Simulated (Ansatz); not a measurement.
# Static equation of state of glassy nearly rigid carbon, from a frame at 5000 K, (123 atoms)

Density of this cell: 1.97 g/cm³. The cell holds 123 atoms: 123 C. Its edges and angles: a = 10.587 Å, b = 10.761 Å, c = 10.928 Å, α = 89.7°, β = 89.5°, γ = 87.1°. The starting structure: 123 atoms (123 C) placed at random at 1.8 g/cm³, melted at 6000 K for 10 ps at fixed volume with the LCBOP (Los and Fasolino, Phys. Rev. B 68, 024107 (2003)). Snapshot at the end of a hold of 5 ps at 5000 K and fixed volume.

Calculated with Ansatz 0.2.0: Kohn-Sham DFT, RPBE, PAW (set soft_2), plane waves; cutoff 420 eV, Γ point, gaussian smearing of 0.05 eV. Cell and atoms were relaxed first, to V0 = 10.110 Å³ an atom at a residual P0 = 0.010 GPa. The cell was then scaled evenly, and the atoms were relaxed at each volume.

| volume (Å³/atom) | pressure (GPa) |
| --- | --- |
| 9.0986 | ? |
| 9.5030 | 9.266 |
| 9.8063 | 4.325 |
| 10.413 | -4.381 |
| 10.716 | -8.404 |

**Question.** Fit the third-order Birch–Murnaghan equation to the rows given and extrapolate to the withheld row.

**Working.**

Take the Eulerian strain f = ½[(V0/V)^(2/3) − 1] and the normalised pressure F = (P − P0) / [3f(1 + 2f)^(5/2)]. The third-order Birch–Murnaghan equation is then the line F = B0 + (3/2)B0(B′ − 4) f, so u = f and v = F.

```
      u = f  v = F (GPa)
  0.0210565      132.173
  0.0102564      133.310
-0.00975659      157.563
 -0.0190506      162.228
```

With n = 4: mean u = 6.2643e-4, mean v = 146.319, Σ(u − ū)² = 0.0010051, Σ(u − ū)(v − v̄) = -0.84407. Slope b = -0.84407 / 0.0010051 = -839.77; intercept a = v̄ − b ū = 146.84.

So B0 = a = 147 GPa and B′ = 4 + 2b/(3a) = 0.187. At the withheld volume f = 0.03638, F = a + b f = 116.3 GPa, and P = P0 + 3f(1 + 2f)^(5/2) F.

Prediction at 9.0986: 15.14 GPa. The run gave 14.30 GPa, so the fit is high by 0.84 GPa (5.8 % of the value).

The series isn't one smooth equation of state: even a line fitted to all rows, the withheld one included, misses F by up to 4.2 %, the count of bonds changes along the series and an atom moves over 0.5 Å in some relaxation. B0 and B′ are then only the numbers of this fit, not moduli of the material. Among the rows given, the largest miss of the fit is at 9.5030, by 0.21 GPa (0.93 % of the range of the table).

Limits: Static cells at zero temperature; the cell shape is held. The program notes that the SCF threshold of these relaxations is loose for the stress. The network of bonds at the start is that of the classical potential that made the cell, and needn't be the one that DFT or experiment would give. Only the Γ point is sampled, in a cell whose shortest periodic width is 11 Å, which is coarse for a cell with partly filled levels.

[Logs are printed without paths, hosts, clocks, repeated set-up lines and the standing remarks that a program may print on its own settings, such as how far it seeks lower states.]

[Hosts, paths, dates, database ids (printed as entryN), source tags and the programs' standing remarks are cut or masked in the printed files.]
